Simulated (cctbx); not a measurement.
# Solving a structure by charge flipping

Cell a = 4.8600 Å, b = 4.8600 Å, c = 12.0850 Å, α = 90.00°, β = 90.00°, γ = 90.00°; space group I4/mmm (no. 139); content Dy2 K4.

The data are simulated with cctbx, not measured: Ga Kα, λ = 1.3414 Å, to d = 0.83 Å, 80 % of the full sphere, strongest reflection 20000 counts, noise from counting, a 2 % proportional error and a noise floor of 8 counts (s.d.); no absorption.

Charge flipping in P1 on normalised amplitudes to 0.9 Å, δ = 1.2 σ, 20 % of the reflections treated as weak, 450 cycles:

```text
cycle      R  skewness
    0  0.465     0.17
   37  0.404     2.33
   74  0.398     2.47
  111  0.378     3.42
  148  0.383     3.00
  185  0.382     3.01
  222  0.395     2.77
  259  0.391     3.00
  296  0.391     2.89
  333  0.388     2.81
  370  0.387     2.71
  407  0.419     2.52
  444  0.399     2.91
origin shift          correlation  skewness
 0.077  0.611  0.077      0.921      5.99
 0.101  0.620  0.243      0.912      4.42
 0.001  0.348  0.267      0.798      0.66
 0.003  0.349  0.433      0.796      0.85
taken: symmetry correlation 0.921, skewness 5.99
peak      x       y       z  mult  height/sigma
Q1    0.0000  0.0000  0.5000    2     16.5
Q2    0.0000  0.0000  0.1602    4      8.7
Q3    0.0000  0.3844  0.3609   16      2.2
Q4    0.0000  0.0000  0.2766    4      2.0
Q5    0.0000  0.1592  0.0000    8      1.9
Q6    0.2684  0.2684  0.1530   16      1.3
Q7    0.0000  0.5000  0.2500    4      1.2
```

The origin is taken among those within 0.04 of the best correlation, by the skewness of the map.

It took 0.96 s on 1 thread of Arm Neoverse V1, on a shared host, peak memory 0.07 GiB.

**Question.** Which peaks are atoms, and which elements?

Heights go roughly as Z and multiplicities must add up to the content. First model: Q1 = Dy1 (2 in the cell, height 16.5) and Q2 = K1 (4 in the cell, height 8.7). Against the true structure, Q1 is Dy and Q2 is K; the other peaks are not atoms.

Least squares on F², isotropic:

```text
Rint 0.021, 102 unique reflections to 0.83 A
cycle     R1     wR2    GooF  max shift (A)
   1  0.1233  0.2940  24.962   0.12347
   2  0.0110  0.0324   2.750   0.00000
final R1 0.0110 wR2 0.0324 GooF 2.750  parameters 3  data/parameter 34.0
atom        x        y        z      Ueq    occ   su(xyz)  su(Uiso or U11)
Dy1    0.00000  0.00000  0.50000   0.0270  1.000  0.00000  0.0002
K1     0.00000  0.00000  0.17042   0.0280  1.000  0.00012  0.0004
difference map: max 0.59 min -1.05 rms 0.08
Q1    0.0743  0.0743  0.5000    8    0.60  0.51 A from Dy1
Q2    0.0000  0.0000  0.2146    4    0.56  0.53 A from K1
Q3    0.0000  0.0000  0.1309    4    0.53  0.48 A from K1
Q4    0.0000  0.0000  0.4050    4    0.25  1.15 A from Dy1
Q5    0.0000  0.0000  0.0408    4    0.14  1.57 A from K1
```

Anisotropic refinement:

```text
Rint 0.021, 102 unique reflections to 0.83 A
cycle     R1     wR2    GooF  max shift (A)
   1  0.0110  0.0324   2.778   0.00066
   2  0.0050  0.0112   0.959   0.00000
final R1 0.0050 wR2 0.0112 GooF 0.959  parameters 5  data/parameter 20.4
atom        x        y        z      Ueq    occ   su(xyz)  su(Uiso or U11)
Dy1    0.00000  0.00000  0.50000   0.0271  1.000  0.00000  0.0001
K1     0.00000  0.00000  0.17037   0.0280  1.000  0.00004  0.0002
difference map: max 0.09 min -0.15 rms 0.03
Q1    0.0000  0.0000  0.0667    4    0.09  1.25 A from K1
Q2    0.0000  0.1298  0.2782   16    0.08  1.45 A from K1
Q3    0.0000  0.0000  0.2161    4    0.08  0.55 A from K1
Q4    0.0000  0.3311  0.1366   16    0.08  1.66 A from K1
Q5    0.1346  0.3700  0.1604   32    0.08  1.92 A from K1
Q6    0.0000  0.2981  0.2236   16    0.08  1.59 A from K1
```

**Reading.** The refinement ends at R1 = 0.0050, wR2 = 0.0112, GooF = 0.96, with difference density between -0.15 and 0.09 e/Å³. Every site matches the true model in element, within 0.001 Å r.m.s., up to an allowed shift of origin.

True model:

| atom | mult. | x | y | z | Ueq (Å²) |
| --- | --- | --- | --- | --- | --- |
| Dy1 | 2 | 0 | 0 | 0 | 0.0271 |
| K1 | 4 | 1/2 | 1/2 | 0.1704 | 0.0281 |

This is a model crystal, built by substitution and not relaxed, with assumed displacement parameters.

[Middle refinement cycles are left out of these outputs.]

[Logs are printed without paths, hosts, clocks, repeated set-up lines and the standing remarks that a program may print on its own settings, such as how far it seeks lower states.]
